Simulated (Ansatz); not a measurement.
# Amorphous SnO2 (72 atoms) under strain

How stiff is amorphous SnO2 (72 atoms), and how do its levels respond to strain?

Main program and level: Ansatz 0.2.0; Kohn-Sham DFT, r2SCAN, PAW (set soft_2), plane waves.

## 1. The starting structure

The cell holds 72 atoms: 24 Sn and 48 O. Its edges and angles: a = 9.851 Å, b = 9.851 Å, c = 9.851 Å, α = 90.0°, β = 90.0°, γ = 90.0°. 72 atoms (24 Sn, 48 O) placed at random at 6.03 g/cm³, melted at 5000 K for 10 ps at fixed volume with the Morse and Coulomb pair potential with partial charges (Pedone, Malavasi, Menziani, Cormack and Segre, J. Phys. Chem. B 110, 11780 (2006)). Quenched from 5000 K to 300 K at 50 K/ps and fixed volume, held 10 ps at zero pressure, then minimised at fixed cell.

Limits known from the start: The quench rate of 50 K/ps is orders of magnitude faster than experiment, which tends to freeze in extra defects. The network of bonds at the start is that of the classical potential that made the cell, and needn't be the one that DFT or experiment would give. Only the Γ point is sampled.

## 2. Single point at the start

A single point comes first, to see the forces before anything moves.

The input, input.yaml:

```yaml
crystal:
  lattice:
    - [9.85089, 0.0, 0.0]
    - [0.0, 9.85089, 0.0]
    - [0.0, 0.0, 9.85089]
  atoms:
    - { symbol: Sn, position: [0.73091, 0.67318, 0.33118] }
    - { symbol: Sn, position: [0.04728, 0.22312, 0.43013] }
    - { symbol: Sn, position: [0.50768, 0.18186, 0.09938] }
    - { symbol: Sn, position: [0.77408, 0.46414, 0.57574] }
    - { symbol: Sn, position: [0.22104, 0.70104, 0.38794] }
    - { symbol: Sn, position: [0.49284, 0.71835, 0.59705] }
    - { symbol: Sn, position: [0.98468, 0.20446, 0.94124] }
    - { symbol: Sn, position: [0.20755, 0.46836, 0.74904] }
    - { symbol: Sn, position: [0.20905, 0.03665, 0.17425] }
    - { symbol: Sn, position: [0.57968, 0.99695, 0.47804] }
    - { symbol: Sn, position: [0.83051, 0.02655, 0.23922] }
    - { symbol: Sn, position: [0.98276, 0.7261, 0.11957] }
    - { symbol: Sn, position: [0.83476, 0.53879, 0.93722] }
    - { symbol: Sn, position: [0.99484, 0.69061, 0.64048] }
    - { symbol: Sn, position: [0.25344, 0.80454, 0.89346] }
    - { symbol: Sn, position: [0.36661, 0.2952, 0.43695] }
    - { symbol: Sn, position: [0.49691, 0.858, 0.12977] }
    - { symbol: Sn, position: [0.20196, 0.98672, 0.60043] }
    - { symbol: Sn, position: [0.46435, 0.54394, 0.05616] }
    - { symbol: Sn, position: [0.12007, 0.4241, 0.18047] }
    - { symbol: Sn, position: [0.79192, 0.92496, 0.87018] }
    - { symbol: Sn, position: [0.81306, 0.1384, 0.62617] }
    - { symbol: Sn, position: [0.52721, 0.3858, 0.77459] }
    - { symbol: Sn, position: [0.75446, 0.37078, 0.20368] }
    - { symbol: O, position: [0.87584, 0.54061, 0.741] }
    - { symbol: O, position: [0.5752, 0.96493, 0.2752] }
    - { symbol: O, position: [0.38038, 0.01324, 0.06401] }
    - { symbol: O, position: [0.36483, 0.37272, 0.63556] }
    - { symbol: O, position: [0.63784, 0.92114, 0.99748] }
    - { symbol: O, position: [0.36336, 0.19015, 0.2465] }
    - { symbol: O, position: [0.85472, 0.74294, 0.96438] }
    - { symbol: O, position: [0.70464, 0.17578, 0.17859] }
    - { symbol: O, position: [0.36515, 0.47575, 0.8786] }
    - { symbol: O, position: [0.89231, 0.83802, 0.71994] }
    - { symbol: O, position: [0.63076, 0.52425, 0.92389] }
    - { symbol: O, position: [0.40129, 0.91646, 0.54838] }
    - { symbol: O, position: [0.5291, 0.19048, 0.47398] }
    - { symbol: O, position: [0.09082, 0.32192, 0.81471] }
    - { symbol: O, position: [0.84589, 0.34418, 0.00032] }
    - { symbol: O, position: [0.85094, 0.82484, 0.24765] }
    - { symbol: O, position: [0.55637, 0.38317, 0.14608] }
    - { symbol: O, position: [0.66536, 0.99849, 0.66928] }
    - { symbol: O, position: [0.39174, 0.74498, 0.7579] }
    - { symbol: O, position: [0.04261, 0.06377, 0.29354] }
    - { symbol: O, position: [0.12684, 0.8542, 0.05537] }
    - { symbol: O, position: [0.86313, 0.63478, 0.48987] }
    - { symbol: O, position: [0.38438, 0.62937, 0.45817] }
    - { symbol: O, position: [0.51372, 0.23988, 0.9112] }
    - { symbol: O, position: [0.12961, 0.81066, 0.53074] }
    - { symbol: O, position: [0.23806, 0.14941, 0.49508] }
    - { symbol: O, position: [0.13209, 0.22104, 0.08149] }
    - { symbol: O, position: [0.69316, 0.30786, 0.68501] }
    - { symbol: O, position: [0.90781, 0.03348, 0.05068] }
    - { symbol: O, position: [0.13311, 0.66801, 0.80334] }
    - { symbol: O, position: [0.28142, 0.86702, 0.28121] }
    - { symbol: O, position: [0.78061, 0.0677, 0.43208] }
    - { symbol: O, position: [0.86533, 0.11052, 0.81467] }
    - { symbol: O, position: [0.2037, 0.96795, 0.79432] }
    - { symbol: O, position: [0.94553, 0.32596, 0.26239] }
    - { symbol: O, position: [0.12861, 0.54492, 0.58] }
    - { symbol: O, position: [0.30117, 0.4985, 0.15913] }
    - { symbol: O, position: [0.0329, 0.53684, 0.02967] }
    - { symbol: O, position: [0.69959, 0.46361, 0.38227] }
    - { symbol: O, position: [0.59697, 0.55147, 0.64549] }
    - { symbol: O, position: [0.08348, 0.63418, 0.26779] }
    - { symbol: O, position: [0.57158, 0.68221, 0.19796] }
    - { symbol: O, position: [0.01346, 0.08116, 0.58109] }
    - { symbol: O, position: [0.81347, 0.56586, 0.16417] }
    - { symbol: O, position: [0.63141, 0.78678, 0.47039] }
    - { symbol: O, position: [0.90185, 0.31165, 0.53445] }
    - { symbol: O, position: [0.38479, 0.7319, 0.02549] }
    - { symbol: O, position: [0.18415, 0.3613, 0.36507] }
kpoints:
  mp_grid: { grid: [1, 1, 1] }
hamiltonian:
  xc: r2scan
scf:
  occupations: { method: fermi_dirac, width: 0.05 }
output:
  forces: true
```

On the command line:

```
$ ansatz run input.yaml --threads 4 --pin off --max-ram 8192MiB --backend cpu --events-out ev --progress --plain --runs-dir out
```

Numbers of over 12 decimals in the logs are rounded to 6 here.

Output:

```text
[...]
Pseudopotentials: kind: paw
Pseudopotential: Sn, paw, valence charge 14, recommended cutoff 500 eV (meta_gga), Sn.paw.azcp
Pseudopotential: O, paw, valence charge 6, recommended cutoff 500 eV (meta_gga), O.paw.azcp
[... 6 lines on functional and potentials left out ...]
Crystal: 72 atoms, lattice volume = 955.931 Å³
Basis set: ecut = 500 eV, 24207 PW (Γ), exchange–correlation on 288×288×288 points (64 copies of the dense FFT grid, shifted against one another)
Bands: 384, of which v1, the nominal top of the filled ones, is band 312 counted from 1 (311 counted from 0)
Symmetry: 1 space group operations
Space group: P1 (ITA 1), of the structure as read, at distance tolerance 9.9e-5 Å
k-points: 1
[... 7 lines on functional and potentials left out ...]
Initial density: superposition of atomic densities (neutral atoms: chi_scale 0, normalization atom), corrected by the library's trained network
Initial wavefunctions: pseudopotential atomic-orbital guess
[...]
SCF iter   1: F=—  HF=-172205.396617 eV  |F-HF|=—  |Δ(HF+E_count)|=         —  Δρ=1.18e-2  dr2=1.17e0  dr2_τ=3.38e0  ethr=1.77e-3  ⟨swp⟩=5.0  Hψ=1408  notcnv=0  defer=42
preconditioner: auto → Resta (q_TF=auto, 2.541 Å⁻¹)  ε∞=3.2  [insulator: Δε(μ)=0.915 eV  Ē_g=20.004 eV  σ=0.050 eV  W_gap=1.00  n_scr=250 (ndim 8)  ℏωp=30.0 eV  f_vac=0.091  D(μ)=0.01/eV (n_scr^D=0)  ε∞_Penn≈3.2]
SCF iter   2: F=—  HF=-172206.523233 eV  |F-HF|=—  |Δ(HF+E_count)|=    1.13e0  Δρ=6.62e-3  dr2=2.33e-1  dr2_τ=2.35e-2  ethr=1.88e-4  ⟨swp⟩=3.0  Hψ=633  notcnv=0  defer=64
SCF iter   3: F=—  HF=-172206.514697 eV  |F-HF|=—  |Δ(HF+E_count)|=   8.54e-3  Δρ=2.22e-3  dr2=3.95e-2  dr2_τ=5.03e-3  ethr=3.74e-5  ⟨swp⟩=3.0  Hψ=519  notcnv=0  defer=41
automatic band count: iteration 3 solves 361 bands in place of 384: the levels show a gap, and the empty bands left out lie too high to hold charge; the band table lists the bands solved (type scf.n_extra_bands for more)
SCF iter   4: F=—  HF=-172206.511040 eV  |F-HF|=—  |Δ(HF+E_count)|=   3.66e-3  Δρ=8.98e-4  dr2=6.37e-3  dr2_τ=1.28e-3  ethr=6.32e-6  ⟨swp⟩=2.0  Hψ=494  notcnv=0  defer=41
SCF iter   5: F=—  HF=-172206.510195 eV  |F-HF|=—  |Δ(HF+E_count)|=   8.45e-4  Δρ=2.16e-4  dr2=3.57e-4  dr2_τ=3.49e-5  ethr=1.02e-6  ⟨swp⟩=2.0  Hψ=510  notcnv=0  defer=41
[...]
SCF iter   9: F=—  HF=-172206.511488 eV  |F-HF|=—  |Δ(HF+E_count)|=   2.17e-8  Δρ=6.24e-6  dr2=4.05e-7  dr2_τ=2.36e-8  ethr=3.59e-10  ⟨swp⟩=2.0  Hψ=485  notcnv=0  defer=41
SCF iter  10: F=-172206.511488 eV  HF=-172206.511488 eV  |F-HF|=6.78e-9  |Δ(HF+E_count)|=   1.83e-8  Δρ=1.88e-6  dr2=3.44e-8  dr2_τ=3.64e-9  ethr=1.60e-11  ⟨swp⟩=5.0  Hψ=1164  notcnv=0
SCF 1 converged in 10 iterations: F = -172206.511488 eV  dr2 = 3.44e-8
[...]
SCF converged after 10 iterations
Free energy (F): -172206.511488 eV
Harris-Foulkes:  -172206.511488 eV  (|F-HF|=6.78e-9)
Internal energy: -172206.510473 eV  (E = F + TS)
E sigma→0 (E₀):  -172206.510981 eV
Entropy (-TS):   -0.001016 eV (-0.014 meV/atom)
Fermi energy:    8.298106 eV
--- Per-component energies (eV) ---
[...]
Σ components = -172206.511488   (vs F -172206.511488, Δ=0.00e0)
--- Forces (eV/Å), atoms counted from 1 ---
  atom   1  Sn    -0.34080296    -0.63922995    -0.23915394
  atom   2  Sn    -0.13831196    -0.66107817    -0.26297777
  atom   3  Sn     0.04135168     0.54368010     0.07841640
  atom   4  Sn    -0.30957451     0.60699654    -0.06132581
[...]
atom  72  O      0.22157706     0.49926959     0.58565747
  max |Σ_I F_I| component: 9.34e-5 eV/Å
```

The job ended after 18 s (4 threads of Intel Xeon Platinum 8488C (Sapphire Rapids), shared host; peak memory 2.6 GiB; 68 s of CPU time).

The column dr2 measures how far the density is from self-consistency, as an energy; F and HF (Harris–Foulkes) agree once it is small.

The r.m.s. force at the start is 0.48 eV/Å.

## 3. Cell and atoms relaxed

Cell and atoms are freed together, to release stress as well as forces.

The input, input.yaml:

```yaml
crystal:
  lattice:
    - [9.85089, 0.0, 0.0]
    - [0.0, 9.85089, 0.0]
    - [0.0, 0.0, 9.85089]
  atoms:
    [... the 72 atom lines of step 2 ...]
kpoints:
  mp_grid: { grid: [1, 1, 1] }
hamiltonian:
  xc: r2scan
scf:
  occupations: { method: fermi_dirac, width: 0.05 }
output:
  forces: true
relax:
  f_tol: 0.05
  max_steps: 150
  cell: {}
```

Output:

```text
[...]
Crystal: 72 atoms, lattice volume = 955.931 Å³
Basis set: ecut = 500 eV, 24207 PW (Γ), exchange–correlation on 288×288×288 points (64 copies of the dense FFT grid, shifted against one another)
Bands: 384, of which v1, the nominal top of the filled ones, is band 312 counted from 1 (311 counted from 0)
Symmetry: 1 space group operations
[...]
k-points: 1
[...]
SCF iter   1: F=—  HF=-172205.396616 eV  |F-HF|=—  |Δ(HF+E_count)|=         —  Δρ=1.18e-2  dr2=1.17e0  dr2_τ=3.38e0  ethr=1.77e-3  ⟨swp⟩=5.0  Hψ=1408  notcnv=0  defer=42
[...]
SCF iter  10: F=-172206.511488 eV  HF=-172206.511488 eV  |F-HF|=6.87e-9  |Δ(HF+E_count)|=   1.82e-8  Δρ=1.88e-6  dr2=3.44e-8  dr2_τ=3.65e-9  ethr=1.60e-11  ⟨swp⟩=5.0  Hψ=1164  notcnv=0
SCF 1 converged in 10 iterations: F = -172206.511488 eV  dr2 = 3.44e-8
[...]
relax step   1: F+E_penalty+E_count = -172206.51148846 eV  Δ(F+E_penalty+E_count) = +0.000e0 eV  max|allowed force component| = 1.393e0 eV/Å  Δτ_max = 0.0000 Å  P = +0.654 GPa  Ω = 955.931 Å³  (10 SCF iters, dr2 threshold 1.00e-7 eV, accepted)
[... from here on, the SCF cycles and remarks between the steps are left out ...]
relax step   2: F+E_penalty+E_count = -172208.09234910 eV  Δ(F+E_penalty+E_count) = -1.581e0 eV  max|allowed force component| = 6.498e-1 eV/Å  Δτ_max = 0.1964 Å  P = +0.947 GPa  Ω = 938.891 Å³  energy of the carried Pulay correction = +8.108e-3 eV  (9 SCF iters, dr2 threshold 7.20e-6 eV, accepted)
relax step   3: F+E_penalty+E_count = -172208.48141479 eV  Δ(F+E_penalty+E_count) = -3.891e-1 eV  max|allowed force component| = 4.455e-1 eV/Å  Δτ_max = 0.0719 Å  P = -0.092 GPa  Ω = 945.208 Å³  energy of the carried Pulay correction = +5.085e-3 eV  (7 SCF iters, dr2 threshold 7.20e-6 eV, accepted)
relax step   4: F+E_penalty+E_count = -172208.93400126 eV  Δ(F+E_penalty+E_count) = -4.526e-1 eV  max|allowed force component| = 2.424e-1 eV/Å  Δτ_max = 0.2000 Å  P = -0.157 GPa  Ω = 943.827 Å³  energy of the carried Pulay correction = +5.744e-3 eV  (8 SCF iters, dr2 threshold 7.20e-6 eV, accepted)
relax step   5: F+E_penalty+E_count = -172209.05240067 eV  Δ(F+E_penalty+E_count) = -1.184e-1 eV  max|allowed force component| = 1.501e-1 eV/Å  Δτ_max = 0.2000 Å  P = -0.032 GPa  Ω = 940.621 Å³  energy of the carried Pulay correction = +7.278e-3 eV  (8 SCF iters, dr2 threshold 3.67e-6 eV, accepted)
relax step   6: F+E_penalty+E_count = -172209.09752277 eV  Δ(F+E_penalty+E_count) = -4.512e-2 eV  max|allowed force component| = 1.252e-1 eV/Å  Δτ_max = 0.2000 Å  P = -0.002 GPa  Ω = 938.889 Å³  energy of the carried Pulay correction = +8.109e-3 eV  (9 SCF iters, dr2 threshold 1.41e-6 eV, accepted)
relax step   7: F+E_penalty+E_count = -172209.13408374 eV  Δ(F+E_penalty+E_count) = -3.656e-2 eV  max|allowed force component| = 7.095e-2 eV/Å  Δτ_max = 0.2000 Å  P = +0.013 GPa  Ω = 937.529 Å³  energy of the carried Pulay correction = +8.762e-3 eV  (8 SCF iters, dr2 threshold 9.80e-7 eV, accepted)
relax step   8: F+E_penalty+E_count = -172209.13682738 eV  Δ(F+E_penalty+E_count) = -2.744e-3 eV  max|allowed force component| = 1.007e-1 eV/Å  Δτ_max = 0.1637 Å  P = +0.062 GPa  Ω = 934.349 Å³  energy of the carried Pulay correction = +1.029e-2 eV  (9 SCF iters, dr2 threshold 3.15e-7 eV, accepted)
relax step   9: F+E_penalty+E_count = -172209.13875493 eV  Δ(F+E_penalty+E_count) = -1.928e-3 eV  max|allowed force component| = 1.452e-1 eV/Å  Δτ_max = 0.0982 Å  P = -0.084 GPa  Ω = 936.232 Å³  energy of the carried Pulay correction = +9.386e-3 eV  (9 SCF iters, dr2 threshold 6.33e-7 eV, accepted)
relax step  10: F+E_penalty+E_count = -172209.15031691 eV  Δ(F+E_penalty+E_count) = -1.156e-2 eV  max|allowed force component| = 3.356e-2 eV/Å  Δτ_max = 0.0306 Å  P = -0.008 GPa  Ω = 935.580 Å³  energy of the carried Pulay correction = +9.700e-3 eV  (7 SCF iters, dr2 threshold 1.32e-6 eV, accepted)
relax step  11: F+E_penalty+E_count = -172209.14154038 eV  Δ(F+E_penalty+E_count) = +8.777e-3 eV  max|allowed force component| = 3.329e-2 eV/Å  Δτ_max = 0.0000 Å  P = -0.002 GPa  Ω = 935.580 Å³  stress off target by 2.30e-2 GPa  SCF on the basis re-selected at this cell (its energy is not comparable with the rows above)  (7 SCF iters)
basis re-selected at this cell: Δ(F+E_penalty+E_count) = +8.777e-3 eV, ΔP = +0.006 GPa vs the last step (what re-selecting the basis moved, of the pressure what is left beyond the Pulay correction that the steps carried, after the strain that the cell walked since its last selection, [...]
SCF converged after 7 iterations
Free energy (F): -172209.141540 eV
[...]
Internal energy: -172209.141426 eV  (E = F + TS)
E sigma→0 (E₀):  -172209.141483 eV
Entropy (-TS):   -0.000114 eV (-0.002 meV/atom)
Fermi energy:    8.612401 eV
[...]
--- Forces (eV/Å), atoms counted from 1 ---
  atom   1  Sn    -0.00016363     0.00167304     0.01035431
  atom   2  Sn     0.00380356     0.01942139    -0.00700808
  atom   3  Sn    -0.00122082    -0.00438782     0.00305785
  atom   4  Sn    -0.00840532     0.00279688     0.00611453
  atom   5  Sn    -0.00699503     0.00169746     0.00754229
  atom   6  Sn     0.00538472     0.01354546     0.00738836
  atom   7  Sn     0.00233352     0.00741138    -0.01444570
  atom   8  Sn     0.00239415     0.00605106    -0.01677235
  atom   9  Sn     0.01081176     0.00735362    -0.00063377
  atom  10  Sn    -0.00772221     0.00277173     0.01515817
  atom  11  Sn     0.00226515     0.00222361     0.00348238
  atom  12  Sn    -0.00015476     0.00618536     0.00783819
  atom  13  Sn    -0.00646293     0.00244642    -0.00320524
  atom  14  Sn     0.01101313    -0.01853021    -0.01171228
[...]
atom  71  O     -0.00395521    -0.00058640     0.01795059
  atom  72  O     -0.00502153    -0.00290293    -0.00616725
  max |Σ_I F_I| component: 8.56e-5 eV/Å
--- Stress (GPa, compression-positive) ---
       -0.004617       0.007455      -0.010800
        0.007456       0.002791       0.011842
       -0.010800       0.011841      -0.005067
  P = ⅓ Tr σ = -0.0023 GPa (-0.023 kbar)
--- Relaxed structure (10 steps of the walk, 10 accepted, 1 SCFs on fresh bases) ---
  F+E_penalty+E_count = -172209.14154038 eV   max|allowed force component| = 3.329e-2 eV/Å   (the final SCF, on the basis selected at the relaxed cell)
  cell:  # Å, volume = 935.5796 Å³
    - [9.673847, 0.018479, 0.136923]
    - [0.018479, 9.774818, -0.264826]
    - [0.136923, -0.264826, 9.903183]
  atoms:
    - { symbol: Sn, position: [0.731724, 0.673092, 0.334241] }
    - { symbol: Sn, position: [0.044387, 0.220363, 0.425728] }
    - { symbol: Sn, position: [0.516579, 0.171729, 0.072052] }
    - { symbol: Sn, position: [0.765524, 0.470583, 0.577568] }
[...]
- { symbol: O, position: [0.189908, 0.359213, 0.366044] }
```

Elapsed: 2.9 min, on 4 threads; peak memory 2.6 GiB.

The relaxation converged after 10 steps, with a largest force component of 0.033 eV/Å.

[end of part 1 of 4]

[Logs are printed without paths, hosts, clocks, repeated set-up lines and the standing remarks that a program may print on its own settings, such as how far it seeks lower states.]

[Hosts, paths, dates, database ids (printed as entryN), source tags and the programs' standing remarks are cut or masked in the printed files.]
